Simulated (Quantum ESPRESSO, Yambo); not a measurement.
# SrCl2 (Fm-3m): a self-consistent loop beyond G0W0, cycle by cycle, part 2 of 2

Aim: iterate the self-energy on SrCl2 (Fm-3m) and follow the gap from cycle to cycle.

Quantum ESPRESSO 7.5 and Yambo 5.3.0; PBE and many-body steps on it, plane waves. Known limits of the many-body steps: not at the basis limit; no spin-orbit coupling.

So far. Step 4 (G0W0): The gap on the mesh goes from 5.34 eV to 7.47 eV, a correction of +2.13 eV. Step 5 (evGW0, cycle 1): Against G0W0 in Yambo (4×4×4 mesh, 101 bands, screening to 95.2 eV, Godby-Needs plasmon pole), the gap moves by +0.235 eV.

**6. evGW0, cycle 2**

Level of this step: evGW0 on PBE, plane waves, norm-conserving pseudopotentials (Yambo).

The corrected levels of the last cycle go back in.

File gw3.in:

```
HF_and_locXC
gw0
dyson
ppa
em1d
rim_cut
RandQpts= 1000000
RandGvec= 1 RL
EXXRLvcs= 56 Ry
VXCRLvcs= 224 Ry
Chimod= "HARTREE"
% BndsRnXp
 1 | 101 |
%
NGsBlkXp= 7 Ry
% LongDrXp
 1 | 1 | 1 |
%
% GbndRnge
 1 | 101 |
%
DysSolver= "n"
ExtendOut
PPAPntXp= 27.21138 eV
% QPkrange
 1 | 8 | 7 | 17 |
%
GfnQPdb= "E < ./gw2_fix/ndb.QP"
```

The run is started by

```
> OMP_NUM_THREADS=1 mpirun -n 4 yambo -F gw3.in -J gw3,gw1_W -C gw3 > gw3.log
```

Output:

```text
 Yambo, version 5.3.0

 [02] CORE Variables Setup
 =========================

  [... cell, symmetries and grids as in the set-up ...]

  [02.05] Energies & Occupations
  ==============================

  [X] === General ===
  [X] Electronic Temperature                        :  0.000000  0.000000 [eV K]
  [X] Bosonic    Temperature                        :  0.000000  0.000000 [eV K]
  [X] Finite Temperature mode                       : no
  [X] El. density                                   :  0.28270E+24 [cm-3]
[...]
Sx RL components                                 :   4111

   QP @ state[ 1 ] K range                          :   1   8
   QP @ state[ 1 ] b range                          :   7  17
   GF energies kind                                 : Perdew, Burke & Ernzerhof(X)+Perdew, Burke & Ernzerhof(C)+ E < ./gw1/ndb.QP + @E Fit+ E < ./gw2_fix/
   GF WF`s kind                                     : Perdew, Burke & Ernzerhof(X)+Perdew, Burke & Ernzerhof(C)
   Xs energies kind                                 : Perdew, Burke & Ernzerhof(X)+Perdew, Burke & Ernzerhof(C)
   Xs WF`s kind                                     : Perdew, Burke & Ernzerhof(X)+Perdew, Burke & Ernzerhof(C)

 [13] Game Over & Game summary
```

Wall time 4.1 min (4 MPI ranks of Arm Neoverse V1, shared host); peak memory 1.8 GiB; 16 min of CPU time.

Numbers from this step:

```yaml
quasiparticle_gap_on_the_mesh: 7.736 eV
gap_of_the_density_functional_on_the_mesh: 5.343 eV
k_of_the_valence_top: 0, -0.5, -0.5
k_of_the_conduction_bottom: 0, 0, 0
least_direct_quasiparticle_gap_on_the_computed_points: 8.140 eV
```

Against the cycle before, the gap moves by +0.026 eV.

The program's own table gives 7.998 eV, which is too large where the input levels are shifted: this version takes Σc at the unshifted level E₀, yet steps from the shifted one. The value above is the Newton step from E₀, E₀ + Z(Σc + Σx − Vxc), rebuilt from the printed columns.

**7. evGW0, cycle 3**

gw4.in, as its differences from gw3.in of step 6:

```diff
@@ -27,2 +27,2 @@
 %
-GfnQPdb= "E < ./gw2_fix/ndb.QP"
+GfnQPdb= "E < ./gw3_fix/ndb.QP"
```

The run is started by

```
> OMP_NUM_THREADS=1 mpirun -n 4 yambo -F gw4.in -J gw4,gw1_W -C gw4 > gw4.log
```

Output:

```text
 Yambo, version 5.3.0

 [02] CORE Variables Setup
 =========================

  [... cell, symmetries and grids as in the set-up ...]

  [02.05] Energies & Occupations
  ==============================

  [X] === General ===
  [X] Electronic Temperature                        :  0.000000  0.000000 [eV K]
  [X] Bosonic    Temperature                        :  0.000000  0.000000 [eV K]
  [X] Finite Temperature mode                       : no
  [X] El. density                                   :  0.28270E+24 [cm-3]
[...]
Sx RL components                                 :   4111

   QP @ state[ 1 ] K range                          :   1   8
   QP @ state[ 1 ] b range                          :   7  17
   GF energies kind                                 : Perdew, Burke & Ernzerhof(X)+Perdew, Burke & Ernzerhof(C)+ E < ./gw1/ndb.QP + @E Fit+ E < ./gw2_fix/
   GF WF`s kind                                     : Perdew, Burke & Ernzerhof(X)+Perdew, Burke & Ernzerhof(C)
   Xs energies kind                                 : Perdew, Burke & Ernzerhof(X)+Perdew, Burke & Ernzerhof(C)
   Xs WF`s kind                                     : Perdew, Burke & Ernzerhof(X)+Perdew, Burke & Ernzerhof(C)

 [13] Game Over & Game summary
```

Wall time 4.1 min (4 MPI ranks); peak memory 1.8 GiB; 16 min of CPU time.

This step gave:

- quasiparticle gap on the mesh: 7.739 eV
- gap of the density functional on the mesh: 5.343 eV
- k of the valence top: 0, -0.5, -0.5
- k of the conduction bottom: 0, 0, 0
- least direct quasiparticle gap on the computed points: 8.144 eV

Against the cycle before, the gap moves by +0.003 eV.

The program's own table gives 8.004 eV, which is too large where the input levels are shifted: this version takes Σc at the unshifted level E₀, yet steps from the shifted one. The value above is the Newton step from E₀, E₀ + Z(Σc + Σx − Vxc), rebuilt from the printed columns.

**8. evGW, cycle 1**

This step: evGW on PBE, plane waves, norm-conserving pseudopotentials.

gw5.in, as its differences from gw4.in of step 7:

```diff
@@ -27,2 +27,3 @@
 %
-GfnQPdb= "E < ./gw3_fix/ndb.QP"
+GfnQPdb= "E < ./gw1/ndb.QP"
+XfnQPdb= "E < ./gw1/ndb.QP"
```

The run is started by

```
> OMP_NUM_THREADS=1 mpirun -n 4 yambo -F gw5.in -J gw5 -C gw5 > gw5.log
```

Output:

```text
 Yambo, version 5.3.0

 [02] CORE Variables Setup
 =========================

  [... cell, symmetries and grids as in the set-up ...]

  [02.05] Energies & Occupations
  ==============================

  [X] === General ===
  [X] Electronic Temperature                        :  0.000000  0.000000 [eV K]
  [X] Bosonic    Temperature                        :  0.000000  0.000000 [eV K]
  [X] Finite Temperature mode                       : no
  [X] El. density                                   :  0.28270E+24 [cm-3]
[...]
Sx RL components                                 :   4111

   QP @ state[ 1 ] K range                          :   1   8
   QP @ state[ 1 ] b range                          :   7  17
   GF energies kind                                 : Perdew, Burke & Ernzerhof(X)+Perdew, Burke & Ernzerhof(C)+ E < ./gw1/ndb.QP + @E Fit
   GF WF`s kind                                     : Perdew, Burke & Ernzerhof(X)+Perdew, Burke & Ernzerhof(C)
   Xs energies kind                                 : Perdew, Burke & Ernzerhof(X)+Perdew, Burke & Ernzerhof(C)
   Xs WF`s kind                                     : Perdew, Burke & Ernzerhof(X)+Perdew, Burke & Ernzerhof(C)

 [15] Game Over & Game summary
```

The job ended after 4.7 min (4 MPI ranks; peak memory 1.8 GiB).

This step gave:

| Item | Value |
| --- | --- |
| quasiparticle gap on the mesh | 8.271 eV |
| gap of the density functional on the mesh | 5.343 eV |
| k of the valence top | 0, -0.5, -0.5 |
| k of the conduction bottom | 0, 0, 0 |
| least direct quasiparticle gap on the computed points | 8.680 eV |

Against G0W0 in Yambo (4×4×4 mesh, 101 bands, screening to 95.2 eV, Godby-Needs plasmon pole), the gap moves by +0.797 eV.

The program's own table gives 8.470 eV, which is too large where the input levels are shifted: this version takes Σc at the unshifted level E₀, yet steps from the shifted one. The value above is the Newton step from E₀, E₀ + Z(Σc + Σx − Vxc), rebuilt from the printed columns.

**9. evGW, cycle 2**

gw6.in, as its differences from gw5.in of step 8:

```diff
@@ -27,3 +27,3 @@
 %
-GfnQPdb= "E < ./gw1/ndb.QP"
-XfnQPdb= "E < ./gw1/ndb.QP"
+GfnQPdb= "E < ./gw5_fix/ndb.QP"
+XfnQPdb= "E < ./gw5_fix/ndb.QP"
```

The run is started by

```
> OMP_NUM_THREADS=1 mpirun -n 4 yambo -F gw6.in -J gw6 -C gw6 > gw6.log
```

Output:

```text
 Yambo, version 5.3.0

 [02] CORE Variables Setup
 =========================

  [... cell, symmetries and grids as in the set-up ...]

  [02.05] Energies & Occupations
  ==============================

  [X] === General ===
  [X] Electronic Temperature                        :  0.000000  0.000000 [eV K]
  [X] Bosonic    Temperature                        :  0.000000  0.000000 [eV K]
  [X] Finite Temperature mode                       : no
  [X] El. density                                   :  0.28270E+24 [cm-3]
[...]
Sx RL components                                 :   4111

   QP @ state[ 1 ] K range                          :   1   8
   QP @ state[ 1 ] b range                          :   7  17
   GF energies kind                                 : Perdew, Burke & Ernzerhof(X)+Perdew, Burke & Ernzerhof(C)+ E < ./gw1/ndb.QP + @E Fit+ E < ./gw5_fix/
   GF WF`s kind                                     : Perdew, Burke & Ernzerhof(X)+Perdew, Burke & Ernzerhof(C)
   Xs energies kind                                 : Perdew, Burke & Ernzerhof(X)+Perdew, Burke & Ernzerhof(C)
   Xs WF`s kind                                     : Perdew, Burke & Ernzerhof(X)+Perdew, Burke & Ernzerhof(C)

 [15] Game Over & Game summary
```

It took 4.7 min on 4 MPI ranks; peak memory 1.8 GiB.

Numbers from this step:

* quasiparticle gap on the mesh: 8.483 eV
* gap of the density functional on the mesh: 5.343 eV
* k of the valence top: 0, -0.5, -0.5
* k of the conduction bottom: 0, 0, 0
* least direct quasiparticle gap on the computed points: 8.895 eV

Against the cycle before, the gap moves by +0.212 eV.

The program's own table gives 8.729 eV, which is too large where the input levels are shifted: this version takes Σc at the unshifted level E₀, yet steps from the shifted one. The value above is the Newton step from E₀, E₀ + Z(Σc + Σx − Vxc), rebuilt from the printed columns.

**10. evGW, cycle 3**

gw7.in, as its differences from gw6.in of step 9:

```diff
@@ -27,3 +27,3 @@
 %
-GfnQPdb= "E < ./gw5_fix/ndb.QP"
-XfnQPdb= "E < ./gw5_fix/ndb.QP"
+GfnQPdb= "E < ./gw6_fix/ndb.QP"
+XfnQPdb= "E < ./gw6_fix/ndb.QP"
```

The run is started by

```
> OMP_NUM_THREADS=1 mpirun -n 4 yambo -F gw7.in -J gw7 -C gw7 > gw7.log
```

Output:

```text
 Yambo, version 5.3.0

 [02] CORE Variables Setup
 =========================

  [... cell, symmetries and grids as in the set-up ...]

  [02.05] Energies & Occupations
  ==============================

  [X] === General ===
  [X] Electronic Temperature                        :  0.000000  0.000000 [eV K]
  [X] Bosonic    Temperature                        :  0.000000  0.000000 [eV K]
  [X] Finite Temperature mode                       : no
  [X] El. density                                   :  0.28270E+24 [cm-3]
[...]
Sx RL components                                 :   4111

   QP @ state[ 1 ] K range                          :   1   8
   QP @ state[ 1 ] b range                          :   7  17
   GF energies kind                                 : Perdew, Burke & Ernzerhof(X)+Perdew, Burke & Ernzerhof(C)+ E < ./gw1/ndb.QP + @E Fit+ E < ./gw5_fix/
   GF WF`s kind                                     : Perdew, Burke & Ernzerhof(X)+Perdew, Burke & Ernzerhof(C)
   Xs energies kind                                 : Perdew, Burke & Ernzerhof(X)+Perdew, Burke & Ernzerhof(C)
   Xs WF`s kind                                     : Perdew, Burke & Ernzerhof(X)+Perdew, Burke & Ernzerhof(C)

 [15] Game Over & Game summary
```

Wall time 4.7 min (4 MPI ranks); peak memory 1.8 GiB; 19 min of CPU time.

Numbers from this step:

- quasiparticle gap on the mesh: 8.532 eV
- gap of the density functional on the mesh: 5.343 eV
- k of the valence top: 0, -0.5, -0.5
- k of the conduction bottom: 0, 0, 0
- least direct quasiparticle gap on the computed points: 8.945 eV

Against the cycle before, the gap moves by +0.049 eV.

The program's own table gives 8.789 eV, which is too large where the input levels are shifted: this version takes Σc at the unshifted level E₀, yet steps from the shifted one. The value above is the Newton step from E₀, E₀ + Z(Σc + Σx − Vxc), rebuilt from the printed columns.

**11. evGW, cycle 4**

gw8.in, as its differences from gw7.in of step 10:

```diff
@@ -27,3 +27,3 @@
 %
-GfnQPdb= "E < ./gw6_fix/ndb.QP"
-XfnQPdb= "E < ./gw6_fix/ndb.QP"
+GfnQPdb= "E < ./gw7_fix/ndb.QP"
+XfnQPdb= "E < ./gw7_fix/ndb.QP"
```

The run is started by

```
> OMP_NUM_THREADS=1 mpirun -n 4 yambo -F gw8.in -J gw8 -C gw8 > gw8.log
```

Output:

```text
 Yambo, version 5.3.0

 [02] CORE Variables Setup
 =========================

  [... cell, symmetries and grids as in the set-up ...]

  [02.05] Energies & Occupations
  ==============================

  [X] === General ===
  [X] Electronic Temperature                        :  0.000000  0.000000 [eV K]
  [X] Bosonic    Temperature                        :  0.000000  0.000000 [eV K]
  [X] Finite Temperature mode                       : no
  [X] El. density                                   :  0.28270E+24 [cm-3]
[...]
Sx RL components                                 :   4111

   QP @ state[ 1 ] K range                          :   1   8
   QP @ state[ 1 ] b range                          :   7  17
   GF energies kind                                 : Perdew, Burke & Ernzerhof(X)+Perdew, Burke & Ernzerhof(C)+ E < ./gw1/ndb.QP + @E Fit+ E < ./gw5_fix/
   GF WF`s kind                                     : Perdew, Burke & Ernzerhof(X)+Perdew, Burke & Ernzerhof(C)
   Xs energies kind                                 : Perdew, Burke & Ernzerhof(X)+Perdew, Burke & Ernzerhof(C)
   Xs WF`s kind                                     : Perdew, Burke & Ernzerhof(X)+Perdew, Burke & Ernzerhof(C)

 [15] Game Over & Game summary
```

Wall time 4.7 min (4 MPI ranks); peak memory 1.8 GiB; 19 min of CPU time.

This step gave:

* quasiparticle gap on the mesh: 8.543 eV
* gap of the density functional on the mesh: 5.343 eV
* k of the valence top: 0, -0.5, -0.5
* k of the conduction bottom: 0, 0, 0
* least direct quasiparticle gap on the computed points: 8.957 eV

Against the cycle before, the gap moves by +0.011 eV.

The program's own table gives 8.803 eV, which is too large where the input levels are shifted: this version takes Σc at the unshifted level E₀, yet steps from the shifted one. The value above is the Newton step from E₀, E₀ + Z(Σc + Σx − Vxc), rebuilt from the printed columns.

**12. evGW, cycle 5**

gw9.in, as its differences from gw8.in of step 11:

```diff
@@ -27,3 +27,3 @@
 %
-GfnQPdb= "E < ./gw7_fix/ndb.QP"
-XfnQPdb= "E < ./gw7_fix/ndb.QP"
+GfnQPdb= "E < ./gw8_fix/ndb.QP"
+XfnQPdb= "E < ./gw8_fix/ndb.QP"
```

The run is started by

```
> OMP_NUM_THREADS=1 mpirun -n 4 yambo -F gw9.in -J gw9 -C gw9 > gw9.log
```

Output:

```text
 Yambo, version 5.3.0

 [02] CORE Variables Setup
 =========================

  [... cell, symmetries and grids as in the set-up ...]

  [02.05] Energies & Occupations
  ==============================

  [X] === General ===
  [X] Electronic Temperature                        :  0.000000  0.000000 [eV K]
  [X] Bosonic    Temperature                        :  0.000000  0.000000 [eV K]
  [X] Finite Temperature mode                       : no
  [X] El. density                                   :  0.28270E+24 [cm-3]
[...]
Sx RL components                                 :   4111

   QP @ state[ 1 ] K range                          :   1   8
   QP @ state[ 1 ] b range                          :   7  17
   GF energies kind                                 : Perdew, Burke & Ernzerhof(X)+Perdew, Burke & Ernzerhof(C)+ E < ./gw1/ndb.QP + @E Fit+ E < ./gw5_fix/
   GF WF`s kind                                     : Perdew, Burke & Ernzerhof(X)+Perdew, Burke & Ernzerhof(C)
   Xs energies kind                                 : Perdew, Burke & Ernzerhof(X)+Perdew, Burke & Ernzerhof(C)
   Xs WF`s kind                                     : Perdew, Burke & Ernzerhof(X)+Perdew, Burke & Ernzerhof(C)

 [15] Game Over & Game summary
```

It took 4.7 min on 4 MPI ranks; peak memory 1.8 GiB.

Numbers from this step:

```
quasiparticle gap on the mesh                         : 8.546 eV
gap of the density functional on the mesh             : 5.343 eV
k of the valence top                                  : 0, -0.5, -0.5
k of the conduction bottom                            : 0, 0, 0
least direct quasiparticle gap on the computed points : 8.959 eV
```

Against the cycle before, the gap moves by +0.003 eV.

The program's own table gives 8.806 eV, which is too large where the input levels are shifted: this version takes Σc at the unshifted level E₀, yet steps from the shifted one. The value above is the Newton step from E₀, E₀ + Z(Σc + Σx − Vxc), rebuilt from the printed columns.

**13. Side by side**

Times are wall times on 4 MPI ranks of Arm Neoverse V1, shared host, good to a factor of about two.

```tsv
run	mesh	bands	screening cutoff (eV)	DFT gap (eV)	gap on the mesh (eV)	direct (eV)	time
G0W0	4×4×4	101	95.2	5.343	7.474	7.867	4.7 min
evGW0, cycle 1	4×4×4	101	95.2	5.343	7.709	8.112	4.1 min
evGW0, cycle 2	4×4×4	101	95.2	5.343	7.736	8.140	4.1 min
evGW0, cycle 3	4×4×4	101	95.2	5.343	7.739	8.144	4.1 min
evGW, cycle 1	4×4×4	101	95.2	5.343	8.271	8.680	4.7 min
evGW, cycle 2	4×4×4	101	95.2	5.343	8.483	8.895	4.7 min
evGW, cycle 3	4×4×4	101	95.2	5.343	8.532	8.945	4.7 min
evGW, cycle 4	4×4×4	101	95.2	5.343	8.543	8.957	4.7 min
evGW, cycle 5	4×4×4	101	95.2	5.343	8.546	8.959	4.7 min
```

**14. What came out**

* G0W0: 7.474 eV
* evGW0, cycle 1: 7.709 eV
* evGW0, cycle 2: 7.736 eV
* evGW0, cycle 3: 7.739 eV
* evGW, cycle 1: 8.271 eV
* evGW, cycle 2: 8.483 eV
* evGW, cycle 3: 8.532 eV
* evGW, cycle 4: 8.543 eV
* evGW, cycle 5: 8.546 eV
* known limits: not at the basis limit; no spin-orbit coupling

**Reading.** evGW0 ends at 7.74 eV, +0.27 eV from G0W0, after 3 cycles that took 12 min beside the first screening; the last moved the gap by 0.003 eV. evGW ends at 8.55 eV, +1.07 eV from G0W0, after 5 cycles that took 23 min beside the first screening; the last moved the gap by 0.003 eV. Bands and cutoff are finite, so the gap is not at the basis limit. The miss can reach some tenths of an eV and take either sign; the mesh is an error of its own. The many-body steps are scalar-relativistic: spin-orbit coupling is not in them.

[Paths, hosts, dates, memory and timing lines, banners, echoed tables and standing remarks are left out of the program output.]

[Logs are printed without paths, hosts, clocks, repeated set-up lines and the standing remarks that a program may print on its own settings, such as how far it seeks lower states.]

[Runs of the session that timed out or met a known fault of the program may be left out.]

[Hosts, paths, dates, database ids (printed as entryN), source tags and the programs' standing remarks are cut or masked in the printed files.]
